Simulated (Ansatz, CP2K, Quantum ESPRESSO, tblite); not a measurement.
# Random packing of Li42Pb58 (100 atoms) in CP2K

Aim: run random packing of Li42Pb58 (100 atoms) in CP2K and see how near its forces come to a plane-wave reference, and at what cost.

Method: the method is named at each step, in CP2K 2026.2.

## 1. Set-up

The cell holds 100 atoms: 42 Li and 58 Pb. Its edges and angles: a = 13.794 Å, b = 13.794 Å, c = 13.794 Å, α = 90.0°, β = 90.0°, γ = 90.0°. 100 atoms (42 Li, 58 Pb) packed at random in a cube at 7.79 g/cm³ and pushed apart as soft spheres; a start for melting by ab initio MD, not an equilibrated structure. Then every atom was moved at random, 0.03 Å r.m.s. a Cartesian component.

The yardstick, on the same geometry:

| Item | Value |
| --- | --- |
| method | Kohn-Sham DFT, PBE, PAW, plane waves (Ansatz 0.2.0); cutoff 420 eV, Γ point, fermi-dirac smearing of 0.05 eV; PAW set soft_2 |
| r.m.s. force component | 0.8181 eV/Å |
| longest force | 3.777 eV/Å |
| pressure | 7.089 GPa |
| SCF cycles | 10 |
| time | 64 s on 4 threads of Arm Neoverse V2, shared host |
| CPU time | 4.2 min |

## 2. PBE, DZVP-UZH, 800/50 Ry, diagonalisation

Method: Kohn-Sham DFT, PBE, GTH-PBE pseudopotentials, Gaussian and plane waves, DZVP-MOLOPT (UZH set), diagonalisation.

The input, input.inp:

```
&GLOBAL
  PROJECT cell
  RUN_TYPE ENERGY_FORCE
  PRINT_LEVEL LOW
&END GLOBAL
&FORCE_EVAL
  METHOD QS
  STRESS_TENSOR ANALYTICAL
  &DFT
    BASIS_SET_FILE_NAME BASIS_MOLOPT_UZH
    POTENTIAL_FILE_NAME POTENTIAL_UZH
    &MGRID
      CUTOFF 800
      REL_CUTOFF 50
      NGRIDS 5
    &END MGRID
    &QS
      EPS_DEFAULT 1.0E-12
    &END QS
    &SCF
      SCF_GUESS ATOMIC
      EPS_SCF 5.0E-06
      MAX_SCF 200
      ADDED_MOS 42
      &DIAGONALIZATION
        ALGORITHM STANDARD
      &END DIAGONALIZATION
      &SMEAR ON
        METHOD FERMI_DIRAC
        ELECTRONIC_TEMPERATURE [K] 580
      &END SMEAR
      &MIXING
        METHOD BROYDEN_MIXING
        ALPHA 0.15
        NBROYDEN 12
      &END MIXING
      &PRINT
        &RESTART OFF
        &END RESTART
      &END PRINT
    &END SCF
    &XC
      &XC_FUNCTIONAL PBE
      &END XC_FUNCTIONAL
    &END XC
    &PRINT
      &MULLIKEN ON
      &END MULLIKEN
      &HIRSHFELD ON
        SHAPE_FUNCTION DENSITY
      &END HIRSHFELD
      &MO ON
        EIGENVALUES T
        OCCUPATION_NUMBERS T
        MO_INDEX_RANGE 168 191
        &EACH
          QS_SCF 0
        &END EACH
        ADD_LAST NUMERIC
      &END MO
    &END PRINT
  &END DFT
  &SUBSYS
    &CELL
      A 13.79380 0.00000 0.00000
      B 0.00000 13.79380 0.00000
      C 0.00000 0.00000 13.79380
    &END CELL
    &TOPOLOGY
      COORD_FILE_NAME structure.xyz
      COORD_FILE_FORMAT XYZ
    &END TOPOLOGY
    &KIND Li
      BASIS_SET DZVP-MOLOPT-PBE-GTH-q3
      POTENTIAL GTH-PBE-q3
    &END KIND
    &KIND Pb
      BASIS_SET DZVP-MOLOPT-PBE-GTH-q4
      POTENTIAL GTH-PBE-q4
    &END KIND
  &END SUBSYS
  &PRINT
    &FORCES ON
    &END FORCES
    &STRESS_TENSOR ON
    &END STRESS_TENSOR
  &END PRINT
&END FORCE_EVAL
```

The input, structure.xyz:

```xyz
100

Li 12.92231 2.46578 0.38250
Li 0.98805 6.26418 7.41955
Li 10.78910 5.25351 2.60510
Li 11.49561 7.76356 4.56685
Li 9.67166 13.61724 5.02453
Li 4.34174 13.23653 4.64768
Li 4.08959 3.50018 8.34152
Li 7.79832 2.44716 13.56000
Li 2.35971 10.78675 1.31386
Li 0.84749 1.06226 7.05925
Li 13.69352 4.33622 3.39714
Li 13.32426 0.18732 9.02321
Li 10.88924 6.89290 7.76494
Li 12.89169 13.25888 13.14163
Li 1.80602 1.58187 10.53764
Li 9.00252 5.98761 0.40126
Li 9.50420 2.04507 11.73549
Li 4.51209 11.45065 2.74041
Li 6.28239 6.51398 3.75412
Li 4.64396 11.96571 10.55584
Li 12.06475 8.94073 8.26442
Li 11.70211 1.05936 10.80524
Li 2.30991 12.86755 9.49207
Li 0.98819 10.24397 5.00577
Li 2.96277 1.70574 3.67577
Li 3.51673 0.84142 6.45067
Li 6.05644 3.51742 1.19468
Li 7.72605 7.79584 12.41897
Li 11.35685 13.18011 7.12215
Li 10.17444 2.13252 5.55490
Li 4.97253 1.55842 11.05545
Li 6.80752 8.34718 2.08686
Li 9.89967 9.42406 0.16553
Li 5.41972 3.99399 11.21381
Li 6.04789 11.78846 7.77957
Li 3.40748 2.95960 0.44719
Li 11.55686 10.70978 3.23947
Li 3.25713 8.22814 3.96337
Li 7.10270 10.18382 9.54490
Li 10.35652 4.88245 10.23941
Li 9.01811 7.05539 3.32389
Li 0.99936 7.22381 12.40835
Pb 9.99361 1.54560 2.97546
Pb 12.00364 7.91530 1.83802
Pb 6.35425 5.55945 13.08245
Pb 1.26696 7.65073 9.76325
Pb 1.71016 4.32298 9.15260
Pb 1.64629 13.38495 4.54037
Pb 6.60351 7.47693 9.27330
Pb 13.05597 3.12278 9.83015
Pb 1.85071 5.63463 4.96949
Pb 9.67345 9.81691 7.39237
Pb 11.33174 7.23926 10.47474
Pb 6.95525 13.21198 4.43609
Pb 3.18926 5.78029 12.17730
Pb 6.60157 1.24351 6.75138
[... 40 atom lines left out ...]
Pb 3.85523 6.19245 9.47620
Pb 12.05095 9.51138 12.09027
Pb 5.01708 3.97151 5.61932
Pb 0.41630 13.23156 1.87085
```

Started as:

```bash
$ OMP_NUM_THREADS=1 cp2k.psmp -i input.inp > output.txt
```

Numbers of over 12 decimals in the logs are rounded to 6 here.

Output:

```text
CP2K| version string:                                       CP2K version 2026.2
 CP2K| Input file name                                                 input.inp
 GLOBAL| Basis set file name                                    BASIS_MOLOPT_UZH
 GLOBAL| Potential file name                                       POTENTIAL_UZH
 GLOBAL| Run type                                                   ENERGY_FORCE
 GLOBAL| Total number of message passing processes                             1
 GLOBAL| Number of threads for this process                                    1
 TOTAL NUMBERS AND MAXIMUM NUMBERS
  Total number of            - Atomic kinds:                                   2
                             - Atoms:                                        100
                             - Shell sets:                                   100
                             - Shells:                                       458
                             - Primitive Cartesian functions:                442
                             - Cartesian basis functions:                   1064
                             - Spherical basis functions:                   1006
  Maximum angular momentum of- Orbital basis functions:                        2
                             - Local part of the GTH pseudopotential:          6
                             - Non-local part of the GTH pseudopotential:      4
 SCF PARAMETERS         Density guess:                                    ATOMIC
                        max_scf:                                             200
                        eps_scf:                                        5.00E-06
                        added MOs                                        42    0
                        Mixing method:                            BROYDEN_MIXING
                                                charge density mixing in g-space
                        Smear method:                                FERMI_DIRAC
                        Electronic temperature [K]:                        580.0
                        Electronic temperature [a.u.]:                  1.84E-03
                        Accuracy threshold:                             1.00E-10
 Extrapolation method: initial_guess
 Number of electrons:                                                        358
 Number of occupied orbitals:                                                179
 Number of molecular orbitals:                                               221
 Number of orbital functions:                                               1006
 Number of independent orbital functions:                                   1006
 SCF WAVEFUNCTION OPTIMIZATION
  Step     Update method      Time    Convergence         Total energy    Change
     1 NoMix/Diag. 0.15E+00   15.5     0.63744873      -526.8167943818 -5.27E+02
     2 Broy./Diag. 0.15E+00   19.3     0.07316447      -519.8515906967  6.97E+00
     3 Broy./Diag. 0.15E+00   19.2     0.16792501      -518.8488723029  1.00E+00
     4 Broy./Diag. 0.15E+00   19.3     0.04408727      -518.2770021248  5.72E-01
[...]
16 Broy./Diag. 0.15E+00   21.2     0.00000651      -517.8331435152 -1.04E-04
    17 Broy./Diag. 0.15E+00   21.3     0.00000184      -517.8331642449 -2.07E-05
  *** SCF run converged in    17 steps ***
  Electronic density on regular grids:       -357.9999999998        0.0000000002
  Core density on regular grids:              357.9999999984       -0.0000000016
  Total charge density on r-space grids:       -0.0000000014
  Total charge density g-space grids:          -0.0000000014
  Overlap energy of the core charge distribution:               3.75812e-07
  Self energy of the core charge distribution:               -680.193390
  Core Hamiltonian energy:                                    102.616722
  Hartree energy:                                             196.475232
  Exchange-correlation energy:                               -136.718922
  Electronic entropic energy:                                  -0.012806
  Fermi energy:                                                 0.117449
  Total energy:                                              -517.833164
  Total energy (extrapolated to T->0):                       -517.826761
 MO| EIGENVALUES AND OCCUPATION NUMBERS
 MO|
 MO|  Index      Eigenvalue [a.u.]        Eigenvalue [eV]             Occupation
 MO|    168               0.097176               2.644299               1.999968
 MO|    169               0.098885               2.690789               1.999918
 MO|    170               0.101895               2.772705               1.999580
[...]
MO|    190               0.134533               3.660829               0.000183
 MO|    191               0.136164               3.705205               0.000075
 MO| Sum:                                                             358.000000
 MO| E(Fermi):            0.117449 a.u.          3.195948 eV
 !-----------------------------------------------------------------------------!
                     Mulliken Population Analysis
 #  Atom  Element  Kind  Atomic population                           Net charge
       1     Li       1          2.813899                              0.186101
       2     Li       1          3.205471                             -0.205471
       3     Li       1          2.960224                              0.039776
[...]
99     Pb       2          3.950037                              0.049963
     100     Pb       2          4.041312                             -0.041312
 # Total charge                            358.000000                  0.000000
 !-----------------------------------------------------------------------------!
 !-----------------------------------------------------------------------------!
                           Hirshfeld Charges
  #Atom  Element  Kind  Ref Charge     Population                    Net charge
      1       Li     1       3.000          2.909                         0.091
      2       Li     1       3.000          2.983                         0.017
      3       Li     1       3.000          2.973                         0.027
[...]
99       Pb     2       4.000          3.985                         0.015
    100       Pb     2       4.000          3.987                         0.013
  Total Charge                                                           -0.000
 !-----------------------------------------------------------------------------!
 ENERGY| Total FORCE_EVAL ( QS ) energy [hartree]           -517.833164
 FORCES| Atomic forces [hartree/bohr]
 FORCES|   Atom     x               y               z               |f|
 FORCES|      1 -1.26578805E-02 -5.67005776E-03  5.05997135E-03   1.47639698E-02
 FORCES|      2  1.73849145E-03  1.02129451E-02  2.64521899E-03   1.06922300E-02
 FORCES|      3  1.42538579E-02 -3.39001381E-03 -4.19853425E-03   1.52411400E-02
[...]
FORCES|     99 -2.55670066E-02 -1.19124055E-02 -3.12851714E-02   4.21229056E-02
 FORCES|    100  4.14332800E-02 -1.02512317E-02 -1.57470121E-02   4.54947562E-02
 FORCES| Sum    -7.41572187E-06 -6.16504061E-06 -2.65425097E-06
 FORCES| Total atomic force                                       1.00022850E-05
 STRESS| Analytical stress tensor [bar]
 STRESS|                        x                   y                   z
 STRESS|      x        8.46010119774E+04  -1.50385785096E+03   2.13504243411E+03
 STRESS|      y       -1.50385785096E+03   6.77963947921E+04  -2.40068821591E+03
 STRESS|      z        2.13504243411E+03  -2.40068821591E+03   8.93632696481E+04
 STRESS| 1/3 Trace                                             8.05868921392E+04
```

It took 6.7 min on 1 thread of Arm Neoverse V2, shared host; peak memory 10 GiB.

Banners, paths, timers and routine set-up lines are dropped from the logs unmarked, and long logs keep their key lines alone; longer cuts are marked.

Against the reference:

```yaml
r_m_s_force_component: 0.8577 eV/Å
r_m_s_difference_of_force_components: 57.1 meV/Å
longest_difference_of_force_vectors: 262.7 meV/Å
force_difference_over_r_m_s_force: 6.98 %
slope_of_forces_against_the_reference_s: 1.047
correlation_of_force_components: 0.9988
pressure: 8.059 GPa
pressure_difference: 0.9698 GPa
```

Length of the force difference by element (eV/Å):

| element | atoms | mean | most |
| --- | --- | --- | --- |
| Li | 42 | 0.071 | 0.12 |
| Pb | 58 | 0.10 | 0.26 |

A closer look about Pb92, whose charge lies farthest from its element's mean: 9 atoms, nearest first, numbered in the order of the input, with positions taken from that point.

```csv
atom,x,y,z,distance (Å),bonds,Hirshfeld charge (e),Fx,Fy,Fz (eV/Å)
Pb92,0.00,0.00,0.00,0.00,6,-0.14,-0.82,0.33,1.24
Li35,1.30,-2.09,-0.85,2.61,7,0.03,-0.32,-0.38,-0.44
Li26,-1.23,0.76,-2.18,2.62,7,0.03,-0.27,0.56,0.11
Li20,-0.10,-1.91,1.92,2.71,10,-0.02,0.36,0.43,-0.02
Li23,-2.43,-1.01,0.86,2.77,8,0.03,-0.13,-0.45,-0.15
Li31,0.23,1.47,2.42,2.84,7,0.03,0.07,-0.50,-0.08
Pb56,1.86,1.16,-1.88,2.89,8,0.03,-0.77,-0.03,0.79
Li7,-0.65,3.42,-0.29,3.49,7,0.02,0.03,-0.88,0.04
Pb88,2.75,2.28,0.58,3.62,7,0.02,-0.44,0.76,1.89
```

Forces lie 7.0 % from the reference's, at 1.6 times its CPU time (on 1 against 4 cores).

## 3. Outcome

```
force difference from the reference : CP2K PBE, DZVP-UZH, 800/50 Ry, diagonalisation, 7.0 %
its CPU time                        : 6.7 min
```

The PBE run in local orbitals differs by 7.0 % (CP2K PBE, DZVP-UZH, 800/50 Ry, diagonalisation); basis, grid and potentials can all enter. The potentials hold different valence shells: 938 electrons in the reference, 358 in CP2K with DZVP-UZH; this bears on time and differences. The reference's pressure of 7.1 GPa belongs to a cell and atoms that aren't relaxed at this level. The electronic-structure runs sample only Γ, in a cell whose shortest periodic width is 14 Å, which is coarse for a cell with partly filled levels. Spin–orbit coupling is left out, which matters for the levels of the heavy elements.

[Also dropped from logs without a mark: logging warnings of Python, and SIESTA's first energy breakdown and zero terms.]

[Logs are printed without paths, hosts, clocks, repeated set-up lines and the standing remarks that a program may print on its own settings, such as how far it seeks lower states.]

[Hosts, paths, dates, database ids (printed as entryN), source tags and the programs' standing remarks are cut or masked in the printed files.]
